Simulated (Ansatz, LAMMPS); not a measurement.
# Energy and forces of liquid Mg44Si45Fe11 (at. %) at 1800 K (62 atoms), part 2 of 2

What does DFT give for liquid Mg44Si45Fe11 (at. %) at 1800 K (62 atoms) as built?

Ansatz 0.2.0; Kohn-Sham DFT, PBEsol, PAW (set soft_2), plane waves.

The cell: 27 Mg, 28 Si and 7 Fe. The starting topology of bonds comes from the classical model. Only the Γ point is sampled, in a cell whose shortest periodic width is 11 Å.

So far. Step 3 (Plane-wave single point): About 270 of the 494 electrons lie in deeper levels, below the stored range.

## (3) Plane-wave single point (continued)

Spin density in the bc plane at fractional x = 0.304, with atoms of Mg and Si and Fe within 0.2 Å of it.

Ten even steps from '_' (0.0 e/Å³) to '@' (2.6 e/Å³), each cell a mean:
```
________________________________________________________________
________________________________________________________________
________________________________________________________________
________________________________________________________________
________________________________________________________________
________________________________________________________________
________________________________________________________________
________________________________________________________________
________________________________________________________________
________________________________________....____________________
______________________________________::%%%%::__________________
______________________________________::####::__________________
________________________________________________________________
________________________________________________________________
______________________________________________::##==____________
______________________________________________==@@++____________
______________________________________________....______________
________________________________________________________________
________________________________________________________________
________________________________________________________________
________________________________________________________________
________________________________________________________________
________________________________________________________________
________________________________________________________________
```
Columns run along b (11.5 Å), rows up along c (11.5 Å). Atoms in or near the plane, at fractional coordinates: Mg at (0.55, 0.20), Mg at (0.11, 0.58), Si at (0.80, 0.15), Si at (0.11, 0.25), Fe at (0.65, 0.54), Fe at (0.76, 0.36).

Electrostatic potential energy in the bc plane at fractional x = 0.304, with atoms of Mg and Si and Fe within 0.2 Å of it. With pseudopotentials it is smooth inside the atoms' cores, unlike the true potential.

Ten even steps from '0' (-48 eV) to '9' (9 eV), each cell a mean:
```
99999999987678999999999999999999
99999999998889999999999999999999
99999999999999999999999988898899
99999888899999999988889988899999
99999866789999999852258999999999
99999877899999999720027999999999
99999999999999999851148999999999
99888999999999999987789999999999
98645789999999999999889999999999
97100589999999999986346899999999
97301689999999999972002799887899
98767889989999999972002799887889
89999999889999999997557899998877
79999999999999999999998656899876
89999999999999999999985101489888
99888999999999999999985000489889
97423689999999999889997434799999
86000389999999987557899888899999
96200489999999972003899875578999
98766899999999973004899720037999
99999999999999987667899610027999
99999999998889999999999853368999
99999999986568999999999998899999
99999999975247899999999999999999
```
Columns run along b (11.5 Å; values clipped at the 3rd and 97th percentile), rows up along c (11.5 Å). Atoms in or near the plane, at fractional coordinates: Mg at (0.55, 0.20), Mg at (0.11, 0.58), Si at (0.80, 0.15), Si at (0.11, 0.25), Fe at (0.65, 0.54), Fe at (0.76, 0.36).

The cell holds a total moment of 11.5 μB; no search proves this magnetic order the lowest. Within 0.4 eV of the Fermi level the largest share is Si p (50 % of the projected weight).

## (4) Distances and neighbours

Bonds and neighbours are counted at the geometry of the runs.

Density 2.00 g/cm³, 24.52 Å³ an atom.

Pair distribution functions g(r), in bins of 0.2 Å:

```tsv
r (Å)	total	Si-Si	Si-Mg	Si-Fe	Mg-Mg	Mg-Fe	Fe-Fe
2.10	0.40	0.00	0.00	3.92	0.00	0.00	0.00
2.30	1.07	0.27	0.43	7.08	0.00	0.00	9.15
2.50	1.52	2.25	1.15	2.99	0.52	0.48	12.12
2.70	1.44	0.87	2.01	0.40	1.36	0.86	7.05
2.90	1.77	1.46	2.42	0.73	0.97	1.50	8.98
3.10	1.30	0.63	2.00	0.99	1.02	0.67	2.53
3.30	0.72	0.99	0.66	0.56	0.89	0.00	2.17
3.50	0.98	1.02	0.79	1.00	1.50	0.52	2.10
3.70	1.06	1.36	1.15	0.68	0.86	0.24	5.34
3.90	0.95	1.12	0.84	1.22	0.87	0.83	1.56
4.10	0.92	0.82	0.71	1.11	1.38	0.94	0.00
4.30	1.08	1.02	0.99	1.53	1.25	0.52	2.73
4.50	0.95	0.69	0.95	0.76	1.65	0.47	0.00
4.70	0.87	0.84	0.79	1.25	0.68	1.29	0.00
4.90	0.98	0.95	1.09	0.91	1.11	0.40	1.02
5.10	0.97	0.71	0.95	1.19	1.22	0.86	0.96
5.30	0.93	1.10	0.94	0.76	0.59	1.47	0.00
5.50	1.25	1.70	0.98	1.12	1.26	1.68	0.00
```

A closer look about Fe57, picked at random: 8 atoms, nearest first, numbered in the order of the input, with positions taken from that point.

```tsv
atom	x	y	z	distance (Å)	moment (μB)	Fx	Fy	Fz (eV/Å)
Fe57	0.00	0.00	0.00	0.00	2.32	-0.16	1.07	-0.79
Si35	1.17	-1.92	-0.22	2.26	-0.05	0.74	0.54	-0.04
Fe56	-1.72	-1.50	0.41	2.32	1.78	0.64	-0.74	1.08
Si55	-1.43	-1.11	-1.71	2.49	-0.06	0.45	2.50	-1.56
Si32	1.32	2.37	-0.66	2.79	-0.01	-0.10	-0.51	-0.03
Mg12	-2.49	1.02	0.97	2.86	-0.01	-0.61	-1.14	1.75
Mg23	0.48	1.32	2.60	2.95	-0.01	-0.79	-0.71	-0.12
Mg21	-1.45	2.76	-0.46	3.15	0.00	0.83	-0.07	-2.88
```

## (5) What came out

```
free energy per atom       : -1615.1031 eV/atom
pressure                   : -3.581 GPa
r.m.s. force component     : 0.7828 eV/Å
wall time of the 1 DFT run : 53 s
```

In words: 5 levels are partly filled, by over 2 % (at Γ alone): no clear gap opens at this level. The cell holds a total moment of 11.5 μB; no search proves this magnetic order the lowest.

Caveats: In the spin-polarised runs the search for a state of lower energy was switched off. The force components of 0.78 eV/Å r.m.s. reflect the temperature of the frame as well as the gap between the generating potential and DFT. The run was spin polarised, started with 7 parallel moments, ending at 11.5 μB in the cell; that starting order needn't be the real material's, and it bears on forces, charges and levels. The moments were started parallel, whereas the real liquid is a paramagnet at this temperature. The pressure of -3.6 GPa is that of one thermal frame, in which the classical model's bond lengths enter as well as the volume, without the kinetic term.

[Logs are printed without paths, hosts, clocks, repeated set-up lines and the standing remarks that a program may print on its own settings, such as how far it seeks lower states.]

[Hosts, paths, dates, database ids (printed as entryN), source tags and the programs' standing remarks are cut or masked in the printed files.]
